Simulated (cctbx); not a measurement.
# Li4Fe3P3S12F: as given, inverted or twinned?

Space group P-43n (no. 218), a = 10.1340 Å, b = 10.1340 Å, c = 10.1340 Å, α = 90.00°, β = 90.00°, γ = 90.00°.

```csv
atom,mult.,x,y,z,Ueq (Å²)
Fe1,6,3/4,0,1/2,0.0046
S1,24,0.8821,0.6427,0.5966,0.0062
P1,6,3/4,1/2,0,0.0090
F1,2,1/2,1/2,1/2,0.0093
Li1,8,0.8551,0.8551,0.1449,0.0063
```

The model is made up (kin elements in a known structure type, no relaxation), so it says nothing on whether the phase exists.

Data sets are simulated with cctbx and refined with Bijvoet mates kept apart; Flack x is then fitted as the share of an inverted twin with the atoms fixed, Hooft y from the Bijvoet differences. The group is acentric but holds improper operations, so there is an absolute structure (orientation) and no hand.

Untwinned crystal. What Flack and Hooft values should come out?

```csv
λ (Å),extinction (unmodelled),d min (Å),top counts,error (%),model,R1,Flack x,s.u.,Hooft y,s.u.,pairs
0.71073,0,0.77,5000,1.5,as given,0.0131,-0.02,0.03,-0.012,0.019,168
0.71073,0,0.77,5000,1.5,inverted,0.0324,1.02,0.03,1.015,0.019,168
1.54184,0,0.83,5000,4,as given,0.0122,-0.001,0.006,-0.001,0.006,132
```

With Mo Kα, x is within 3 s.u. of 0, so the absolute structure is right. With Cu Kα, x is within 3 s.u. of 0, so the absolute structure is right. Inverting the model turns x into about 1 − x.

A further crystal gives:

| λ (Å) | extinction (unmodelled) | d min (Å) | top counts | error (%) | model | R1 | Flack x | s.u. | Hooft y | s.u. | pairs |
| --- | --- | --- | --- | --- | --- | --- | --- | --- | --- | --- | --- |
| 0.56087 | 0 | 0.84 | 20000 | 3 | as given | 0.0132 | 0.54 | 0.04 | 0.491 | 0.022 | 124 |

**Question.** What is it?

It was simulated as an inversion twin with a fraction 0.5 of the inverted domain. Flack x is over 3 s.u. from both 0 and 1 and reads that fraction.

[Logs are printed without paths, hosts, clocks, repeated set-up lines and the standing remarks that a program may print on its own settings, such as how far it seeks lower states.]
